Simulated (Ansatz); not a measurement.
## Ag wire along [110], 5 atoms a period: bands by functional and under strain

What gap, if any, does the Ag wire along [110], 5 atoms a period have, and how does it change with the functional and under strain?

Main program and level: Ansatz 0.2.0; DFT PBE, plane waves, PAW; relaxation of a wire's period, in the first sound run; inputs show where later runs differ.

### Step 1. Starting point

The cell holds 5 atoms: 5 Ag. Cell: a = 10.950 Å, b = 11.202 Å, c = 2.934 Å, α = 90.0°, β = 90.0°, γ = 90.0°. Vacuum lies along a and b. The structure's axis is c.

### Step 2. The relaxed wire

Band widths follow the bond lengths, so the wire is relaxed first. The atoms and the third cell vector are free; the box across stays fixed as vacuum. A Fermi-Dirac smearing is set since the result may be a metal. The pressure printed is a third of the stress's trace over the whole box, vacuum included; only the stress along the axis is relaxed.

The input, input.yaml:

```yaml
crystal:
  lattice:
    - [10.95, 0.0, 0.0]
    - [0.0, 11.202, 0.0]
    - [0.0, 0.0, 2.9344931419]
  atoms:
    - { symbol: Ag, position: [0.5, 0.696459535, 0.0] }
    - { symbol: Ag, position: [0.5, 0.434497998, 0.0] }
    - { symbol: Ag, position: [0.310502283, 0.565478766, 0.5] }
    - { symbol: Ag, position: [0.689497717, 0.303517229, 0.5] }
    - { symbol: Ag, position: [0.689497717, 0.565478766, 0.5] }
kpoints:
  mp_grid: { grid: [1, 1, 28] }
scf:
  occupations: { method: fermi_dirac, width: 0.05 }
hamiltonian:
  xc: pbe
relax:
  cell: { fix: [a, b, alpha, beta, gamma] }
  max_steps: 60
```

Command:

```bash
ansatz run input.yaml --threads 8 --pin off --max-ram 16384MiB --backend cpu --events-out ev --progress --plain --runs-dir out
```

Numbers of over 12 decimals in the logs are rounded to 6 here.

What it wrote:

```text
Engine: ansatz 0.2.0, x86_64-unknown-linux-gnu
Pseudopotentials: kind: paw
Pseudopotential: Ag, paw, valence charge 19, recommended cutoff 420 eV (normal), Ag.paw.azcp
Functional definition: PBE
  parameter kappa = 0.804
  parameter beta = 0.066725
  exchange = pbe_x(kappa = kappa, mu = beta*pi^2/3)
  correlation = pbe_c(beta = beta)
Crystal: 5 atoms, lattice volume = 359.951 Å³
Basis set: ecut = 420 eV, 6985 PW (Γ), exchange–correlation on 150×150×40 points (8 copies of the dense FFT grid, shifted against one another)
Bands: 57, of which v1, the nominal top of the filled ones, is band 48 counted from 1 (47 counted from 0)
Symmetry: 2 space group operations
Space group: Pm (ITA 6), of the structure as read, at distance tolerance 7.1e-5 Å
k-points: 15 of 28
Non-local potential: Ag, projectors of the file, l = 0: 3, l = 1: 2, l = 2: 2, l = 3: 1
PAW form: soft (Blöchl's): semilocal exchange-correlation on the pseudo side does not see the compensation charge
PAW one-centre angular grid: Ag, 590 points (default); XC on 64 Gauss nodes
Initial density: superposition of atomic densities (neutral atoms: chi_scale 0, normalization atom), corrected by the library's trained network
Initial wavefunctions: pseudopotential atomic-orbital guess
Functional: x = pbe(κ = 0.804, μ = 0.219515), c = pbe(β = 0.066725)
SCF iter   1: F=—  HF=-37949.379493 eV  |F-HF|=—  |Δ(HF+E_count)|=         —  Δρ=1.18e-3  dr2=9.70e-3  ethr=1.77e-3  ⟨swp⟩=7.6  Hψ=3489  notcnv=0  defer=8
preconditioner: auto → LDOS  [metal: Δε(μ)=0.087 eV  Ē_g=7.317 eV  σ=0.050 eV  W_gap=0.40  n_scr=46 (ndim 8)  ℏωp=14.5 eV  f_vac=0.638  D(μ)=1.84/eV (n_scr^D=8)  β→1.0]
SCF iter   2: F=—  HF=-37949.384322 eV  |F-HF|=—  |Δ(HF+E_count)|=   4.83e-3  Δρ=1.03e-3  dr2=5.73e-3  ethr=1.02e-5  ⟨swp⟩=2.4  Hψ=1815  notcnv=0  defer=43
SCF iter   3: F=—  HF=-37949.383366 eV  |F-HF|=—  |Δ(HF+E_count)|=   9.56e-4  Δρ=4.99e-4  dr2=1.20e-3  ethr=6.03e-6  ⟨swp⟩=2.0  Hψ=1431  notcnv=0  defer=43
SCF iter   4: F=—  HF=-37949.383141 eV  |F-HF|=—  |Δ(HF+E_count)|=   2.25e-4  Δρ=1.09e-4  dr2=1.17e-4  ethr=1.26e-6  ⟨swp⟩=2.0  Hψ=1252  notcnv=0  defer=43
SCF iter   5: F=—  HF=-37949.383128 eV  |F-HF|=—  |Δ(HF+E_count)|=   1.30e-5  Δρ=4.36e-5  dr2=1.22e-5  ethr=1.23e-7  ⟨swp⟩=2.0  Hψ=1221  notcnv=0  defer=43
SCF iter   6: F=—  HF=-37949.382828 eV  |F-HF|=—  |Δ(HF+E_count)|=   2.99e-4  Δρ=1.61e-5  dr2=2.11e-6  ethr=1.28e-8  ⟨swp⟩=2.0  Hψ=1241  notcnv=0  defer=43
SCF iter   7: F=—  HF=-37949.382829 eV  |F-HF|=—  |Δ(HF+E_count)|=   3.49e-7  Δρ=8.08e-6  dr2=5.17e-7  ethr=2.23e-9  ⟨swp⟩=2.0  Hψ=1233  notcnv=0  defer=43
SCF iter   8: F=-37949.382829 eV  HF=-37949.382829 eV  |F-HF|=2.85e-9  |Δ(HF+E_count)|=   1.01e-8  Δρ=1.94e-6  dr2=1.75e-8  ethr=1.05e-10  ⟨swp⟩=3.0  Hψ=3196  notcnv=0
SCF 1 converged in 8 iterations: F = -37949.382829 eV  dr2 = 1.75e-8
  greatest PAW one-centre occupation: 1.000 electrons in one spin orbital (limit 2), on the Ag atom at site 1 (counted from 0), in its partial waves of l = 0
relax step   1: F+E_penalty+E_count = -37949.38282879 eV  Δ(F+E_penalty+E_count) = +0.000e0 eV  max|allowed force component| = 5.185e-1 eV/Å  Δτ_max = 0.0000 Å  P = -1.169 GPa  Ω = 359.951 Å³  fix = [a, b, alpha, beta, gamma]  reactions: a -1.014, b -0.715 GPa; gamma -0.313 GPa/rad  (8 SCF iters, dr2 threshold 1.00e-7 eV, accepted)
Crystal: 5 atoms, lattice volume = 349.529 Å³
Basis set: ecut = 420 eV, 6841 PW (Γ), exchange–correlation on 150×150×40 points (8 copies of the dense FFT grid, shifted against one another)
Initial density: handed on by an earlier stage of this run
Initial wavefunctions: those handed on with the density
iter 1 solved again at ethr=6.15e-5 eV; its pass at ethr=3.10e-3 eV (dr2=5.84e-2 eV) is discarded
SCF iter   1: F=—  HF=-37949.530046 eV  |F-HF|=—  |Δ(HF+E_count)|=         —  Δρ=4.01e-3  dr2=5.89e-2  ethr=6.15e-5  ⟨swp⟩=2.4  Hψ=4215  notcnv=0
preconditioner: auto → LDOS  [metal: Δε(μ)=0.092 eV  Ē_g=7.553 eV  σ=0.050 eV  W_gap=0.42  n_scr=44 (ndim 8)  ℏωp=14.7 eV  f_vac=0.651  D(μ)=1.63/eV (n_scr^D=8)  β→1.0]
SCF iter   2: F=—  HF=-37949.542413 eV  |F-HF|=—  |Δ(HF+E_count)|=   1.24e-2  Δρ=5.45e-3  dr2=9.94e-2  ethr=6.15e-5  ⟨swp⟩=2.4  Hψ=1713  notcnv=0
SCF iter   3: F=—  HF=-37949.515158 eV  |F-HF|=—  |Δ(HF+E_count)|=   2.73e-2  Δρ=8.18e-4  dr2=2.15e-3  ethr=6.15e-5  ⟨swp⟩=2.0  Hψ=1482  notcnv=0  defer=36
SCF iter   4: F=—  HF=-37949.514878 eV  |F-HF|=—  |Δ(HF+E_count)|=   2.80e-4  Δρ=2.44e-4  dr2=2.07e-4  ethr=2.27e-6  ⟨swp⟩=2.0  Hψ=1550  notcnv=0  defer=37
SCF iter   5: F=—  HF=-37949.514626 eV  |F-HF|=—  |Δ(HF+E_count)|=   2.52e-4  Δρ=6.76e-5  dr2=1.81e-5  ethr=2.18e-7  ⟨swp⟩=2.0  Hψ=1469  notcnv=0  defer=37
SCF iter   6: F=—  HF=-37949.514626 eV  |F-HF|=—  |Δ(HF+E_count)|=   5.32e-7  Δρ=2.52e-5  dr2=2.64e-6  ethr=1.91e-8  ⟨swp⟩=2.0  Hψ=1233  notcnv=0  defer=37
SCF iter   7: F=-37949.514626 eV  HF=-37949.514626 eV  |F-HF|=6.60e-9  |Δ(HF+E_count)|=   1.11e-7  Δρ=6.68e-6  dr2=2.18e-7  ethr=5.26e-10  ⟨swp⟩=5.0  Hψ=3143  notcnv=0
SCF 2 converged in 7 iterations: F = -37949.514626 eV  dr2 = 2.18e-7
relax step   2: F+E_penalty+E_count = -37949.51462574 eV  Δ(F+E_penalty+E_count) = -1.318e-1 eV  max|allowed force component| = 3.471e-1 eV/Å  Δτ_max = 0.1681 Å  P = +0.429 GPa  Ω = 349.529 Å³  energy of the carried Pulay correction = +1.158e-3 eV  fix = [a, b, alpha, beta, gamma]  reactions: a +0.621, b +0.519 GPa; gamma +0.132 GPa/rad  (7 SCF iters, dr2 threshold 5.00e-7 eV, accepted)
Crystal: 5 atoms, lattice volume = 348.823 Å³
Basis set: ecut = 420 eV, 6825 PW (Γ), exchange–correlation on 150×150×40 points (8 copies of the dense FFT grid, shifted against one another)
iter 1 solved again at ethr=4.78e-6 eV; its pass at ethr=3.10e-3 eV (dr2=4.54e-3 eV) is discarded
SCF iter   1: F=—  HF=-37949.543602 eV  |F-HF|=—  |Δ(HF+E_count)|=         —  Δρ=1.18e-3  dr2=4.21e-3  ethr=4.78e-6  ⟨swp⟩=2.8  Hψ=3707  notcnv=0
preconditioner: auto → LDOS  [metal: Δε(μ)=0.010 eV  Ē_g=7.572 eV  σ=0.050 eV  W_gap=0.05  n_scr=44 (ndim 8)  ℏωp=14.7 eV  f_vac=0.646  D(μ)=1.83/eV (n_scr^D=8)  β→1.0]
SCF iter   2: F=—  HF=-37949.543999 eV  |F-HF|=—  |Δ(HF+E_count)|=   3.97e-4  Δρ=1.11e-3  dr2=4.86e-3  ethr=4.43e-6  ⟨swp⟩=2.0  Hψ=1675  notcnv=0
SCF iter   3: F=—  HF=-37949.542785 eV  |F-HF|=—  |Δ(HF+E_count)|=   1.21e-3  Δρ=2.45e-4  dr2=2.11e-4  ethr=4.43e-6  ⟨swp⟩=2.0  Hψ=1590  notcnv=0
SCF iter   4: F=—  HF=-37949.542541 eV  |F-HF|=—  |Δ(HF+E_count)|=   2.44e-4  Δρ=9.60e-5  dr2=3.20e-5  ethr=2.22e-7  ⟨swp⟩=2.1  Hψ=1349  notcnv=0
[...]
relax step  11: F+E_penalty+E_count = -37949.59599459 eV  Δ(F+E_penalty+E_count) = -4.852e-3 eV  max|allowed force component| = 6.319e-2 eV/Å  Δτ_max = 0.1476 Å  P = -0.100 GPa  Ω = 343.398 Å³  energy of the carried Pulay correction = +1.863e-3 eV  fix = [a, b, alpha, beta, gamma]  reactions: a +0.005, b -0.230 GPa; gamma +0.026 GPa/rad  (8 SCF iters, dr2 threshold 2.87e-8 eV, accepted)
relax step  12: F+E_penalty+E_count = -37949.60325229 eV  Δ(F+E_penalty+E_count) = -7.258e-3 eV  max|allowed force component| = 6.811e-2 eV/Å  Δτ_max = 0.1935 Å  P = -0.139 GPa  Ω = 343.055 Å³  energy of the carried Pulay correction = +1.903e-3 eV  fix = [a, b, alpha, beta, gamma]  reactions: a -0.044, b -0.310 GPa; gamma +0.018 GPa/rad  (7 SCF iters, dr2 threshold 2.50e-7 eV, accepted)
relax step  13: F+E_penalty+E_count = -37949.61012194 eV  Δ(F+E_penalty+E_count) = -6.870e-3 eV  max|allowed force component| = 4.385e-2 eV/Å  Δτ_max = 0.1946 Å  P = -0.114 GPa  Ω = 342.903 Å³  energy of the carried Pulay correction = +1.921e-3 eV  fix = [a, b, alpha, beta, gamma]  reactions: a -0.027, b -0.300 GPa; gamma -0.004 GPa/rad  (7 SCF iters, dr2 threshold 2.90e-7 eV, accepted)
relax step  14: F+E_penalty+E_count = -37949.61320699 eV  Δ(F+E_penalty+E_count) = -3.085e-3 eV  max|allowed force component| = 5.322e-2 eV/Å  Δτ_max = 0.1938 Å  P = -0.161 GPa  Ω = 343.004 Å³  energy of the carried Pulay correction = +1.909e-3 eV  fix = [a, b, alpha, beta, gamma]  reactions: a -0.051, b -0.381 GPa; gamma -0.013 GPa/rad  (8 SCF iters, dr2 threshold 1.20e-7 eV, accepted)
relax step  15: F+E_penalty+E_count = -37949.60682627 eV  Δ(F+E_penalty+E_count) = +6.381e-3 eV  max|allowed force component| = 1.814e-1 eV/Å  Δτ_max = 0.1900 Å  P = +0.207 GPa  Ω = 342.906 Å³  energy of the carried Pulay correction = +1.920e-3 eV  fix = [a, b, alpha, beta, gamma]  (7 SCF iters, dr2 threshold 1.77e-7 eV, rejected (line search))
relax step  16: F+E_penalty+E_count = -37949.61532124 eV  Δ(F+E_penalty+E_count) = -2.114e-3 eV  max|allowed force component| = 1.981e-2 eV/Å  Δτ_max = 0.0933 Å  P = -0.044 GPa  Ω = 343.159 Å³  energy of the carried Pulay correction = +1.891e-3 eV  fix = [a, b, alpha, beta, gamma]  reactions: a +0.056, b -0.202 GPa; gamma +0.003 GPa/rad  (11 SCF iters, accepted)
relax step  17: F+E_penalty+E_count = -37949.61511091 eV  Δ(F+E_penalty+E_count) = +2.103e-4 eV  max|allowed force component| = 4.446e-2 eV/Å  Δτ_max = 0.0971 Å  P = -0.105 GPa  Ω = 343.222 Å³  energy of the carried Pulay correction = +1.883e-3 eV  fix = [a, b, alpha, beta, gamma]  (8 SCF iters, dr2 threshold 2.45e-8 eV, rejected (line search))
relax step  18: F+E_penalty+E_count = -37949.61563435 eV  Δ(F+E_penalty+E_count) = -3.131e-4 eV  max|allowed force component| = 2.614e-3 eV/Å  Δτ_max = 0.0474 Å  P = -0.061 GPa  Ω = 343.195 Å³  energy of the carried Pulay correction = +1.887e-3 eV  fix = [a, b, alpha, beta, gamma]  reactions: a +0.030, b -0.215 GPa; gamma +0.002 GPa/rad  (10 SCF iters, accepted)
relax step  19: F+E_penalty+E_count = -37949.61568228 eV  Δ(F+E_penalty+E_count) = -4.793e-5 eV  max|allowed force component| = 5.105e-3 eV/Å  Δτ_max = 0.0306 Å  P = -0.068 GPa  Ω = 343.205 Å³  energy of the carried Pulay correction = +1.886e-3 eV  fix = [a, b, alpha, beta, gamma]  reactions: a +0.022, b -0.222 GPa; gamma +0.000 GPa/rad  (9 SCF iters, accepted)
Initial wavefunctions: pseudopotential atomic-orbital guess (no wavefunctions were taken with the density)
iter 1 solved again at ethr=8.50e-7 eV; its pass at ethr=3.10e-3 eV (dr2=8.07e-4 eV) is discarded
SCF iter   1: F=—  HF=-37949.613860 eV  |F-HF|=—  |Δ(HF+E_count)|=         —  Δρ=8.78e-5  dr2=4.16e-6  ethr=8.50e-7  ⟨swp⟩=3.3  Hψ=5787  notcnv=0
preconditioner: auto → LDOS  [metal: Δε(μ)=0.032 eV  Ē_g=7.666 eV  σ=0.050 eV  W_gap=0.16  n_scr=44 (ndim 8)  ℏωp=14.9 eV  f_vac=0.642  D(μ)=1.54/eV (n_scr^D=8)  β→1.0]
SCF iter   2: F=—  HF=-37949.613577 eV  |F-HF|=—  |Δ(HF+E_count)|=   2.83e-4  Δρ=4.11e-5  dr2=4.08e-6  ethr=4.38e-9  ⟨swp⟩=2.3  Hψ=1583  notcnv=0
SCF iter   3: F=—  HF=-37949.613576 eV  |F-HF|=—  |Δ(HF+E_count)|=   1.01e-6  Δρ=2.01e-5  dr2=1.11e-6  ethr=4.30e-9  ⟨swp⟩=2.0  Hψ=1568  notcnv=0
SCF iter   4: F=—  HF=-37949.613576 eV  |F-HF|=—  |Δ(HF+E_count)|=   2.67e-7  Δρ=5.62e-6  dr2=8.62e-8  ethr=1.17e-9  ⟨swp⟩=2.0  Hψ=1222  notcnv=0
SCF iter   5: F=—  HF=-37949.613576 eV  |F-HF|=—  |Δ(HF+E_count)|=   2.08e-8  Δρ=1.32e-6  dr2=5.77e-9  ethr=9.07e-11  ⟨swp⟩=2.0  Hψ=1268  notcnv=0
SCF iter   6: F=—  HF=-37949.613576 eV  |F-HF|=—  |Δ(HF+E_count)|=   1.37e-9  Δρ=2.38e-7  dr2=1.71e-10  ethr=6.08e-12  ⟨swp⟩=2.0  Hψ=1513  notcnv=0
SCF iter   7: F=-37949.613576 eV  HF=-37949.613576 eV  |F-HF|=0.00e0  |Δ(HF+E_count)|=  2.91e-11  Δρ=5.68e-8  dr2=1.16e-11  ethr=1.00e-12  ⟨swp⟩=5.0  Hψ=3138  notcnv=0
SCF 20 converged in 7 iterations: F = -37949.613576 eV  dr2 = 1.16e-11
relax step  20: F+E_penalty+E_count = -37949.61357562 eV  Δ(F+E_penalty+E_count) = +2.107e-3 eV  max|allowed force component| = 5.055e-3 eV/Å  Δτ_max = 0.0000 Å  P = -0.067 GPa  Ω = 343.205 Å³  fix = [a, b, alpha, beta, gamma]  reactions: a +0.023, b -0.221 GPa; gamma +0.000 GPa/rad  stress off target by 2.89e-3 GPa on what of the cell is left free  SCF on the basis re-selected at this cell (its energy is not comparable with the rows above)  (7 SCF iters)
basis re-selected at this cell: Δ(F+E_penalty+E_count) = +2.107e-3 eV, ΔP = +0.001 GPa vs the last step (what re-selecting the basis moved, of the pressure what is left beyond the Pulay correction that the steps carried, after the strain that the cell walked since its last selection, with what the two solves' SCF thresholds leave and, on support functions, any second-order correction that the steps lacked; it is no m [...]
SCF converged after 7 iterations
Free energy (F): -37949.613576 eV
Harris-Foulkes:  -37949.613576 eV  (|F-HF|=0.00e0)
Internal energy: -37949.601743 eV  (E = F + TS)
E sigma→0 (E₀):  -37949.607659 eV
Entropy (-TS):   -0.011833 eV (-2.367 meV/atom)
Fermi energy:    1.106212 eV
--- Per-component energies (eV) ---
  E_band       = -2674.113072
  E_kinetic    = 2637.673931
  E_local      = -45764.113505  (includes V_loc(G=0)·N_el)
  E_nonlocal   = 403.873257
  E_hartree    = 21641.144328
  E_xc         = -919.101500
  E_vxc        = -1166.831775  (∫ρ·V_xc dr)
  E_paw        = -19515.309842  (= ΣΔE_a)
  E_vpaw       = -2067.005485  (= ΣTr[D̂ρ^β])
  E_aug_tail   = 0.001553  (compensation charges beyond the density's cutoff)
  E_ewald      = 3566.230035
  E_smearing   = -0.011833  (= −TS)
  E_closure    = 0.000000  (closes the sum)
  Σ components = -37949.613576   (vs F -37949.613576, Δ=0.00e0)
--- Forces (eV/Å), atoms counted from 1 ---
  atom   1  Ag    -0.00235483    -0.00258698     0.00000000
  atom   2  Ag     0.00505445    -0.00206182     0.00000000
  atom   3  Ag     0.00263142     0.00195851    -0.00000000
  atom   4  Ag    -0.00203588     0.00477119    -0.00000000
  atom   5  Ag    -0.00329826    -0.00208139     0.00000000
  max |Σ_I F_I| component: 3.10e-6 eV/Å
--- Stress (GPa, compression-positive) ---
        0.022768      -0.000391       0.000000
       -0.000391      -0.220993       0.000000
        0.000000       0.000000      -0.002889
  P = ⅓ Tr σ = -0.0670 GPa (-0.670 kbar)
--- Relaxed structure (19 steps of the walk, 16 accepted, 1 SCFs on fresh bases) ---
  F+E_penalty+E_count = -37949.61357562 eV   max|allowed force component| = 5.055e-3 eV/Å   (the final SCF, on the basis selected at the relaxed cell)
  cell:  # Å, volume = 343.2045 Å³
    - [10.95, 0, 0]
    - [0, 11.202, 0]
    - [0, 0, 2.797972]
  atoms:
    - { symbol: Ag, position: [0.615874, 0.730742, -4.800397800695523e-17] }
    - { symbol: Ag, position: [0.432920, 0.422987, 2.7789928432600765e-17] }
    - { symbol: Ag, position: [0.409038, 0.641625, 0.5] }
    - { symbol: Ag, position: [0.583322, 0.260118, 0.5] }
    - { symbol: Ag, position: [0.648344, 0.509960, 0.5] }
```

Elapsed: 46 s, on 8 threads of Intel Xeon Platinum 8488C (Sapphire Rapids), shared host; peak memory 1.2 GiB.

Relaxation path:

```
step  energy less that of the first step (eV)  largest force component (eV/Å)  pressure (GPa)  volume (Å³)
   1                                   0.0000                          0.5185           -1.17       359.95
   2                                  -0.1318                          0.3471            0.43       349.53
   3                                  -0.1597                          0.0373           -0.06       348.82
   4                                  -0.1706                          0.0540           -0.01       343.55
   5                                  -0.1731                          0.0232            0.03       344.09
   6                                  -0.1797                          0.0652            0.00       343.88
   7                                  -0.1928                          0.0988           -0.13       343.73
   8                                  -0.1865                          0.1429           -0.09       343.84
   9                                  -0.2040                          0.0231           -0.02       343.73
  10                                  -0.2083                          0.0214           -0.05       343.63
  11                                  -0.2132                          0.0632           -0.10       343.40
  12                                  -0.2204                          0.0681           -0.14       343.06
  13                                  -0.2273                          0.0438           -0.11       342.90
  14                                  -0.2304                          0.0532           -0.16       343.00
  15                                  -0.2240                          0.1814            0.21       342.91
  16                                  -0.2325                          0.0198           -0.04       343.16
  17                                  -0.2323                          0.0445           -0.11       343.22
  18                                  -0.2328                          0.0026           -0.06       343.19
  19                                  -0.2329                          0.0051           -0.07       343.20
 20*                                  -0.2307                          0.0051           -0.07       343.20
```

Relaxation steps marked * repeat the geometry before them on a plane-wave basis chosen anew for their cell, so energy and pressure can jump there. Relaxation steps 8, 15, 17 were tried and not accepted.

The run keeps the 2 symmetry operations that it works with, so distortions that break them were not tested.

```
cell as run  before  after  change
      c (Å)   2.934  2.798  -4.7 %
```

The atoms that moved most (Å, along periodic axes as changes of fractional coordinates times the final cell, across vacuum about the mean position):

```
atom      dx      dy     dz  length
 Ag3   1.079   0.853  0.000   1.375
 Ag1   1.269   0.384  0.000   1.326
 Ag4  -1.163  -0.486  0.000   1.260
 Ag5  -0.451  -0.622  0.000   0.768
 Ag2  -0.735  -0.129  0.000   0.746
```

The relaxed structure:

```xyz
5
Lattice="10.9500 0.0000 0.0000 0.0000 11.2020 0.0000 0.0000 0.0000 2.7980" Properties=species:S:1:pos:R:3
Ag    6.7438    8.1858    0.0000
Ag    4.7405    4.7383    0.0000
Ag    4.4790    7.1875    1.3990
Ag    6.3874    2.9138    1.3990
Ag    7.0994    5.7126    1.3990
```

Numbers from this step:

```
energy at zero smearing    : -37949.6077 eV
cell length along the wire : 2.798 Å
```

The cell's length comes to 2.798 Å with spin left out. 2 contacts a cell pass between under 1.1 and over 1.27 times the sum of covalent radii, so the wire has rearranged from the shape that names it.

(Part 1 of 3 ends here.)

[Logs are printed without paths, hosts, clocks, repeated set-up lines and the standing remarks that a program may print on its own settings, such as how far it seeks lower states.]

[Hosts, paths, dates, database ids (printed as entryN), source tags and the programs' standing remarks are cut or masked in the printed files.]
